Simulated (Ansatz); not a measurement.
# Structural relaxation of glassy CaAl2Si2O8 (156 atoms), part 2 of 3

Wanted: the relaxed structure of glassy CaAl2Si2O8 (156 atoms) and its electronic structure.

Ansatz 0.2.0; Kohn-Sham DFT, PBE, PAW (set soft_2), plane waves.

The cell: 24 Al, 12 Ca, 96 O and 24 Si. The quench rate of 20 K/ps is orders of magnitude faster than experiment. The starting topology of bonds comes from the classical model. Only the Γ point is sampled, in a cell whose shortest periodic width is 13 Å.

So far. Step 2 (Single point at the start): Neighbours are counted within 2.33 Å (O-Al), 2.12 Å (O-Si), 3.12 Å (O-Ca).

## Step 3: Relaxation

With the cell held, the atoms are moved downhill towards a nearby minimum.

Contents of input.yaml:

```yaml
crystal:
  lattice:
    - [12.6974, 0.0, 0.0]
    - [0.0, 12.6974, 0.0]
    - [0.0, 0.0, 12.6974]
  atoms:
    [... the 156 atom lines of step 2 ...]
kpoints:
  mp_grid: { grid: [1, 1, 1] }
hamiltonian:
  xc: pbe
scf:
  occupations: { method: fixed }
output:
  forces: true
relax:
  f_tol: 0.05
  max_steps: 200
```

Started as:

```console
$ ansatz run input.yaml --threads 4 --pin off --max-ram 8192MiB --backend cpu --events-out ev --progress --plain --runs-dir out
```

Numbers of over 12 decimals in the logs are rounded to 6 here.

The program printed:

```text
[...]
Crystal: 156 atoms, lattice volume = 2047.125 Å³
Basis set: ecut = 420 eV, 40099 PW (Γ), exchange–correlation on 180×180×180 points (8 copies of the dense FFT grid, shifted against one another)
Bands: 588, of which v1, the nominal top of the filled ones, is band 432 counted from 1 (431 counted from 0)
Symmetry: 1 space group operations
[...]
k-points: 1
[...]
SCF iter   1: F=—  HF=-104628.033877 eV  |F-HF|=—  |Δ(HF+E_count)|=         —  Δρ=2.14e-3  dr2=1.18e-1  ethr=1.77e-3  ⟨swp⟩=7.0  Hψ=2264  notcnv=0  defer=154
[...]
SCF iter   3: F=—  HF=-104628.041137 eV  |F-HF|=—  |Δ(HF+E_count)|=   4.81e-3  Δρ=4.89e-4  dr2=7.19e-3  ethr=3.02e-6  ⟨swp⟩=3.0  Hψ=752  notcnv=0  defer=134
automatic band count: iteration 3 solves 568 bands in place of 588: the levels show a gap, and the empty bands left out lie too high to hold charge; the band table lists the bands solved (type scf.n_extra_bands for more)
SCF iter   4: F=—  HF=-104628.041608 eV  |F-HF|=—  |Δ(HF+E_count)|=   4.71e-4  Δρ=1.60e-4  dr2=5.64e-4  ethr=8.33e-7  ⟨swp⟩=2.0  Hψ=752  notcnv=0  defer=134
[...]
SCF iter   6: F=-104628.041745 eV  HF=-104628.041740 eV  |F-HF|=4.92e-6  |Δ(HF+E_count)|=   5.93e-6  Δρ=2.49e-5  dr2=1.26e-5  ethr=7.23e-9  ⟨swp⟩=3.0  Hψ=1731  notcnv=0
SCF 1 converged in 6 iterations: F = -104628.041745 eV  dr2 = 1.26e-5
[...]
relax step   1: F+E_penalty+E_count = -104628.04174469 eV  Δ(F+E_penalty+E_count) = +0.000e0 eV  max|allowed force component| = 4.492e0 eV/Å  Δτ_max = 0.0000 Å  (6 SCF iters, dr2 threshold 6.25e-5 eV, accepted)
[... from here on, the SCF cycles and remarks between the steps are left out ...]
relax step   2: F+E_penalty+E_count = -104634.90264713 eV  Δ(F+E_penalty+E_count) = -6.861e0 eV  max|allowed force component| = 2.556e0 eV/Å  Δτ_max = 0.1949 Å  (7 SCF iters, dr2 threshold 1.00e-4 eV, accepted)
relax step   3: F+E_penalty+E_count = -104638.82220435 eV  Δ(F+E_penalty+E_count) = -3.920e0 eV  max|allowed force component| = 1.075e0 eV/Å  Δτ_max = 0.1762 Å  (7 SCF iters, dr2 threshold 1.00e-4 eV, accepted)
relax step   4: F+E_penalty+E_count = -104639.71402818 eV  Δ(F+E_penalty+E_count) = -8.918e-1 eV  max|allowed force component| = 6.126e-1 eV/Å  Δτ_max = 0.2000 Å  (7 SCF iters, dr2 threshold 1.00e-4 eV, accepted)
relax step   5: F+E_penalty+E_count = -104640.30278664 eV  Δ(F+E_penalty+E_count) = -5.888e-1 eV  max|allowed force component| = 3.450e-1 eV/Å  Δτ_max = 0.2000 Å  (7 SCF iters, dr2 threshold 6.64e-5 eV, accepted)
relax step   6: F+E_penalty+E_count = -104640.36963748 eV  Δ(F+E_penalty+E_count) = -6.685e-2 eV  max|allowed force component| = 7.934e-1 eV/Å  Δτ_max = 0.2000 Å  (7 SCF iters, dr2 threshold 3.78e-5 eV, accepted)
relax step   7: F+E_penalty+E_count = -104640.57365786 eV  Δ(F+E_penalty+E_count) = -2.040e-1 eV  max|allowed force component| = 4.212e-1 eV/Å  Δτ_max = 0.2000 Å  (7 SCF iters, dr2 threshold 1.00e-4 eV, accepted)
relax step   8: F+E_penalty+E_count = -104640.53439404 eV  Δ(F+E_penalty+E_count) = +3.926e-2 eV  max|allowed force component| = 1.115e0 eV/Å  Δτ_max = 0.1909 Å  (7 SCF iters, dr2 threshold 5.00e-5 eV, rejected (line search))
relax step   9: F+E_penalty+E_count = -104640.72127194 eV  Δ(F+E_penalty+E_count) = -1.476e-1 eV  max|allowed force component| = 1.702e-1 eV/Å  Δτ_max = 0.0929 Å  (10 SCF iters, accepted)
relax step  10: F+E_penalty+E_count = -104640.74824872 eV  Δ(F+E_penalty+E_count) = -2.698e-2 eV  max|allowed force component| = 8.381e-2 eV/Å  Δτ_max = 0.1000 Å  (7 SCF iters, dr2 threshold 4.73e-6 eV, accepted)
relax step  11: F+E_penalty+E_count = -104640.75182036 eV  Δ(F+E_penalty+E_count) = -3.572e-3 eV  max|allowed force component| = 1.499e-1 eV/Å  Δτ_max = 0.0385 Å  (8 SCF iters, accepted)
relax step  12: F+E_penalty+E_count = -104640.72159814 eV  Δ(F+E_penalty+E_count) = +3.022e-2 eV  max|allowed force component| = 2.283e-1 eV/Å  Δτ_max = 0.2000 Å  (8 SCF iters, dr2 threshold 5.45e-6 eV, rejected (line search))
relax step  13: F+E_penalty+E_count = -104640.76049679 eV  Δ(F+E_penalty+E_count) = -8.676e-3 eV  max|allowed force component| = 8.602e-2 eV/Å  Δτ_max = 0.0960 Å  (9 SCF iters, accepted)
relax step  14: F+E_penalty+E_count = -104640.76975901 eV  Δ(F+E_penalty+E_count) = -9.262e-3 eV  max|allowed force component| = 1.110e-1 eV/Å  Δτ_max = 0.1000 Å  (9 SCF iters, accepted)
relax step  15: F+E_penalty+E_count = -104640.80384490 eV  Δ(F+E_penalty+E_count) = -3.409e-2 eV  max|allowed force component| = 2.465e-1 eV/Å  Δτ_max = 0.1442 Å  (7 SCF iters, dr2 threshold 4.06e-6 eV, accepted)
relax step  16: F+E_penalty+E_count = -104640.86883890 eV  Δ(F+E_penalty+E_count) = -6.499e-2 eV  max|allowed force component| = 2.892e-1 eV/Å  Δτ_max = 0.1927 Å  (6 SCF iters, dr2 threshold 6.08e-5 eV, accepted)
relax step  17: F+E_penalty+E_count = -104640.83228190 eV  Δ(F+E_penalty+E_count) = +3.656e-2 eV  max|allowed force component| = 5.202e-1 eV/Å  Δτ_max = 0.2000 Å  (7 SCF iters, dr2 threshold 8.36e-5 eV, rejected (line search))
relax step  18: F+E_penalty+E_count = -104640.94036000 eV  Δ(F+E_penalty+E_count) = -7.152e-2 eV  max|allowed force component| = 1.765e-1 eV/Å  Δτ_max = 0.0976 Å  (9 SCF iters, accepted)
relax step  19: F+E_penalty+E_count = -104640.95580836 eV  Δ(F+E_penalty+E_count) = -1.545e-2 eV  max|allowed force component| = 1.581e-1 eV/Å  Δτ_max = 0.1000 Å  (7 SCF iters, dr2 threshold 1.16e-5 eV, accepted)
relax step  20: F+E_penalty+E_count = -104640.95733227 eV  Δ(F+E_penalty+E_count) = -1.524e-3 eV  max|allowed force component| = 1.739e-1 eV/Å  Δτ_max = 0.0544 Å  (6 SCF iters, dr2 threshold 9.31e-6 eV, accepted)
relax step  21: F+E_penalty+E_count = -104640.99267631 eV  Δ(F+E_penalty+E_count) = -3.534e-2 eV  max|allowed force component| = 2.265e-1 eV/Å  Δτ_max = 0.2000 Å  (7 SCF iters, dr2 threshold 2.43e-5 eV, accepted)
relax step  22: F+E_penalty+E_count = -104641.01227936 eV  Δ(F+E_penalty+E_count) = -1.960e-2 eV  max|allowed force component| = 3.300e-1 eV/Å  Δτ_max = 0.0641 Å  (5 SCF iters, dr2 threshold 5.13e-5 eV, accepted)
relax step  23: F+E_penalty+E_count = -104641.15982195 eV  Δ(F+E_penalty+E_count) = -1.475e-1 eV  max|allowed force component| = 3.103e-1 eV/Å  Δτ_max = 0.2000 Å  (6 SCF iters, dr2 threshold 1.00e-4 eV, accepted)
relax step  24: F+E_penalty+E_count = -104641.07248279 eV  Δ(F+E_penalty+E_count) = +8.734e-2 eV  max|allowed force component| = 1.372e0 eV/Å  Δτ_max = 0.1944 Å  (6 SCF iters, dr2 threshold 8.51e-5 eV, rejected (line search))
relax step  25: F+E_penalty+E_count = -104641.20212990 eV  Δ(F+E_penalty+E_count) = -4.231e-2 eV  max|allowed force component| = 9.359e-2 eV/Å  Δτ_max = 0.0972 Å  (9 SCF iters, accepted)
relax step  26: F+E_penalty+E_count = -104641.19544175 eV  Δ(F+E_penalty+E_count) = +6.688e-3 eV  max|allowed force component| = 1.048e-1 eV/Å  Δτ_max = 0.1000 Å  (9 SCF iters, rejected (line search))
relax step  27: F+E_penalty+E_count = -104641.21252477 eV  Δ(F+E_penalty+E_count) = -1.039e-2 eV  max|allowed force component| = 7.049e-2 eV/Å  Δτ_max = 0.0476 Å  (9 SCF iters, accepted)
relax step  28: F+E_penalty+E_count = -104641.20933900 eV  Δ(F+E_penalty+E_count) = +3.186e-3 eV  max|allowed force component| = 1.161e-1 eV/Å  Δτ_max = 0.0500 Å  (9 SCF iters, rejected (line search))
relax step  29: F+E_penalty+E_count = -104641.21282991 eV  Δ(F+E_penalty+E_count) = -3.051e-4 eV  max|allowed force component| = 7.689e-2 eV/Å  Δτ_max = 0.0207 Å  (9 SCF iters, accepted)
relax step  30: F+E_penalty+E_count = -104641.21461458 eV  Δ(F+E_penalty+E_count) = -1.785e-3 eV  max|allowed force component| = 3.055e-2 eV/Å  Δτ_max = 0.0250 Å  (6 SCF iters, dr2 threshold 3.35e-6 eV, accepted)
relax step  31: F+E_penalty+E_count = -104641.21461592 eV  Δ(F+E_penalty+E_count) = -1.342e-6 eV  max|allowed force component| = 3.054e-2 eV/Å  Δτ_max = 0.0000 Å  (4 SCF iters, accepted)
SCF converged after 4 iterations
Free energy (F): -104641.214616 eV
[...]
Internal energy: -104641.214616 eV  (E = F + TS)
E sigma→0 (E₀):  -104641.214616 eV
Fermi energy:    4.157438 eV
[...]
--- Forces (eV/Å), atoms counted from 1 ---
  atom   1  Al    -0.00307633    -0.00311569     0.00331807
  atom   2  Al    -0.00162661    -0.00465997    -0.00424177
  atom   3  Al     0.00306079     0.00450826    -0.00721218
  atom   4  Al     0.00216664     0.00470356    -0.00769201
  atom   5  Al     0.00522979     0.00441649     0.00322435
  atom   6  Al     0.00259044    -0.00034622     0.00437098
  atom   7  Al    -0.00815681    -0.00345691     0.00779147
  atom   8  Al     0.00804905    -0.00062646     0.01035034
  atom   9  Al    -0.00202430     0.00501650    -0.00442673
  atom  10  Al    -0.00407893     0.00441389     0.00233263
  atom  11  Al     0.00566936    -0.00251460     0.00239099
  atom  12  Al     0.01738503     0.01303398    -0.01424171
  atom  13  Al     0.00284362    -0.00479500    -0.00242620
  atom  14  Al     0.00197873    -0.00335735    -0.00793276
[...]
atom 155  Si    -0.00055325     0.00322258    -0.00134925
  atom 156  Si     0.00025043    -0.01018180    -0.00233759
  max |Σ_I F_I| component: 2.34e-4 eV/Å
--- Relaxed structure (31 steps of the walk, 25 accepted, 0 SCFs on fresh bases) ---
  F+E_penalty+E_count = -104641.21461592 eV   max|allowed force component| = 3.054e-2 eV/Å
  atoms:
    - { symbol: Al, position: [0.57973361046, 0.285501, 0.341418] }
    - { symbol: Al, position: [0.525587, 0.428560, 0.612635] }
    - { symbol: Al, position: [0.299709, 0.436008, 0.499965] }
    - { symbol: Al, position: [0.643225, 0.765569, 0.446261] }
[...]
- { symbol: Si, position: [0.699184, 0.234528, 0.785972] }
```

It took 21 min on 4 threads of Arm Neoverse V1, shared host; peak memory 2.9 GiB.

The steps of the relaxation (22 of 31):

```csv
step,energy less that of the first step (eV),largest force component (eV/Å)
1,0.0000,4.4915
2,-6.8609,2.5565
4,-11.6723,0.6126
5,-12.2610,0.3450
7,-12.5319,0.4212
8,-12.4926,1.1152
10,-12.7065,0.0838
11,-12.7101,0.1499
12,-12.6799,0.2283
14,-12.7280,0.1110
15,-12.7621,0.2465
17,-12.7905,0.5202
18,-12.8986,0.1765
20,-12.9156,0.1739
21,-12.9509,0.2265
22,-12.9705,0.3300
24,-13.0307,1.3721
25,-13.1604,0.0936
27,-13.1708,0.0705
28,-13.1676,0.1161
30,-13.1729,0.0305
31,-13.1729,0.0305
```

Relaxation steps 8, 12, 17, 24, 26, 28 were tried and not accepted.

The atoms that moved most (Å):

```csv
atom,dx,dy,dz,length
O84,0.560,-0.389,-0.684,0.966
O88,0.706,0.393,0.309,0.865
O90,0.291,-0.564,-0.449,0.778
O51,-0.018,-0.628,-0.105,0.637
O110,0.290,0.070,0.485,0.569
Al12,-0.516,-0.232,0.045,0.568
Ca27,0.345,-0.228,0.313,0.519
O67,0.432,-0.244,0.053,0.499
```

The relaxation changed the energy by -84.4 meV/atom, and atoms moved by 0.28 Å r.m.s., 0.97 Å at most.

## Step 4: Distances and neighbours after relaxation

Bonds before and after, by the cutoffs listed below:

```csv
pair,bonds before,bonds after,mean before (Å),mean after (Å),spread before (Å),spread after (Å)
O-Al,96,99,1.773,1.803,0.080,0.061
O-Si,96,97,1.621,1.649,0.060,0.045
O-Ca,67,68,2.513,2.468,0.183,0.166
```

Density 2.71 g/cm³, 13.12 Å³ an atom.

Pair distribution functions g(r), in bins of 0.2 Å:

```csv
r (Å),total,O-O,O-Al,O-Si,O-Ca,Al-Al,Al-Si
1.50,0.14,0.00,0.00,0.71,0.00,0.00,0.00
1.70,3.43,0.00,6.50,11.60,0.00,0.00,0.00
1.90,0.86,0.00,4.22,0.31,0.00,0.00,0.00
2.10,0.07,0.00,0.09,0.00,0.60,0.00,0.00
2.30,0.30,0.10,0.00,0.00,2.75,0.00,0.00
2.50,0.68,0.90,0.12,0.00,3.29,0.00,0.00
2.70,1.53,3.57,0.19,0.00,1.17,0.00,0.80
2.90,0.98,1.98,0.13,0.17,0.34,1.38,1.32
3.10,1.14,1.46,0.40,0.33,0.44,3.85,3.26
3.30,1.01,0.84,0.80,0.62,0.66,2.82,2.63
3.50,1.01,0.67,1.27,1.50,0.46,0.95,0.46
3.70,0.90,0.61,1.12,1.34,0.73,0.83,0.32
3.90,0.98,0.55,1.34,1.43,1.11,0.54,0.73
4.10,0.98,0.42,1.21,1.92,0.88,0.51,1.01
4.30,1.19,0.71,1.93,1.66,1.26,0.90,1.00
4.50,1.10,1.09,1.39,0.93,1.29,1.12,0.77
4.70,0.93,1.15,0.87,0.69,1.15,0.90,0.45
4.90,1.02,1.39,0.78,0.55,1.29,0.82,0.88
5.10,0.97,1.20,0.69,0.71,1.20,1.09,1.03
5.30,1.02,1.43,0.49,0.84,0.78,1.41,0.96
5.50,0.98,1.07,0.93,0.80,0.80,1.02,1.31
5.70,0.96,1.00,0.80,1.05,0.82,0.61,1.00
5.90,0.96,0.79,1.02,1.06,0.87,1.46,1.47
6.10,1.00,0.92,1.03,1.11,0.91,0.91,0.98
```

Bonds by pair of elements; cutoffs follow the first minimum of g(r), held within bounds set by covalent radii, and pairs that aren't listed don't count as bonded:

```csv
pair A-B,cutoff (Å),bonds,mean length (Å),spread (Å),shortest (Å),B about A,A about B
O-Al,2.23,99,1.80,0.061,1.71,1.03,4.12
O-Si,2.16,97,1.65,0.045,1.59,1.01,4.04
O-Ca,2.93,68,2.47,0.166,2.15,0.708,5.67
```

How many atoms have how many bonded neighbours:

```csv
element,mean,2,3,4,5,6,7
Al,4.12,0,0,21,3,0,0
Ca,5.67,0,0,1,4,5,2
O,2.75,30,60,6,0,0,0
Si,4.04,0,0,23,1,0,0
```

Bond angles, per cent of each kind in bins of 5°:

```csv
angle (°),O-Ca-O,O-Al-O,O-Si-O,Al-O-Ca,Al-O-Si
55–60,2.5,0.0,0.0,0.0,0.0
60–65,8.6,0.0,0.0,0.0,0.0
65–70,6.1,0.0,0.0,0.0,0.0
70–75,6.1,1.3,0.0,0.0,0.0
75–80,3.7,1.9,0.7,0.0,0.0
80–85,8.0,0.6,0.0,0.0,0.0
85–90,9.2,2.6,0.0,11.5,5.2
90–95,4.9,5.1,4.0,8.2,1.7
95–100,4.3,10.9,2.0,27.9,0.0
100–105,5.5,17.3,17.6,16.4,3.5
105–110,1.2,19.9,33.1,6.6,5.2
110–115,6.8,14.7,25.7,9.8,3.5
115–120,1.2,9.6,10.8,3.3,6.9
120–125,6.8,8.3,3.4,1.6,12.1
125–130,5.5,1.3,2.0,3.3,8.6
130–135,2.5,1.9,0.0,4.9,8.6
135–140,5.5,1.3,0.0,0.0,13.8
140–145,1.8,1.3,0.0,4.9,8.6
145–150,3.1,0.6,0.0,0.0,8.6
150–155,3.7,0.6,0.0,0.0,1.7
155–160,0.6,0.0,0.0,0.0,6.9
160–165,2.5,0.6,0.0,0.0,5.2
165–170,0.0,0.0,0.0,1.6,0.0
170–175,0.0,0.0,0.7,0.0,0.0
```

Bond angles (no mean is given where the spread exceeds 20°):

```csv
angle,count,mean (°),spread (°)
O-Ca-O,163,-,-
O-Al-O,156,109,13.8
O-Si-O,148,109,8.8
Al-O-Ca,61,106,16.5
Al-O-Si,58,130,18.9
```

Oxygen atoms by the number of network formers (Si, P, Ge, B, Al, As, Ga) bound to them:

```csv
network formers bound to O,O atoms,per cent
0,0,0
1,10,10.4
2,72,75
3,14,14.6
```

Network units: each former by its oxygen neighbours and how many of them bridge to another former:

```csv
former,O neighbours,bridging O,atoms
Si,4,2,2
Si,4,3,4
Si,4,4,17
Si,5,5,1
Al,4,3,2
Al,4,4,19
Al,5,5,3
```

Bond length by coordination (bonds to H left out):

```csv
element,coordination,atoms,mean bond length (Å)
Al,4,21,1.79
Al,5,3,1.88
Ca,4,1,2.32
Ca,5,4,2.38
Ca,6,5,2.52
Ca,7,2,2.52
O,2,30,1.67
O,3,60,1.97
O,4,6,2.17
Si,4,23,1.64
Si,5,1,1.75
```

Rings of the network by King's shortest-path rule, up to 12 atoms, one path for each pair of neighbours; H, halogens, alkali and alkaline-earth atoms are left out, and the last column divides by all other atoms, bonded or not:

```csv
ring size (atoms),rings,per network atom
4,4,0.028
6,10,0.069
8,22,0.153
10,32,0.222
12,23,0.16
```

For some of the pairs, g(r) has its first main peak near 2.7 Å (O-O), 1.8 Å (O-Al), 1.6 Å (O-Si), 2.4 Å (O-Ca), 3.1 Å (Al-Al) and 3.1 Å (Al-Si). By these cutoffs 88 % of Al atoms have 4, 42 % of Ca atoms have 6, 62 % of O atoms have 3 and 96 % of Si atoms have 4 bonded neighbours. 75 % of the oxygens bridge two formers (Si and Al) and 10 % are non-bridging; 15 % join three. The commonest Si unit has 4 oxygens, 4 of them shared with other formers (17 of 24 atoms). Rings of 10 atoms are the most common (35 % of those counted); sizes run from 4 to 12, where the search stops.

(Continued in part 3 of 3.)

[Logs are printed without paths, hosts, clocks, repeated set-up lines and the standing remarks that a program may print on its own settings, such as how far it seeks lower states.]

[Hosts, paths, dates, database ids (printed as entryN), source tags and the programs' standing remarks are cut or masked in the printed files.]
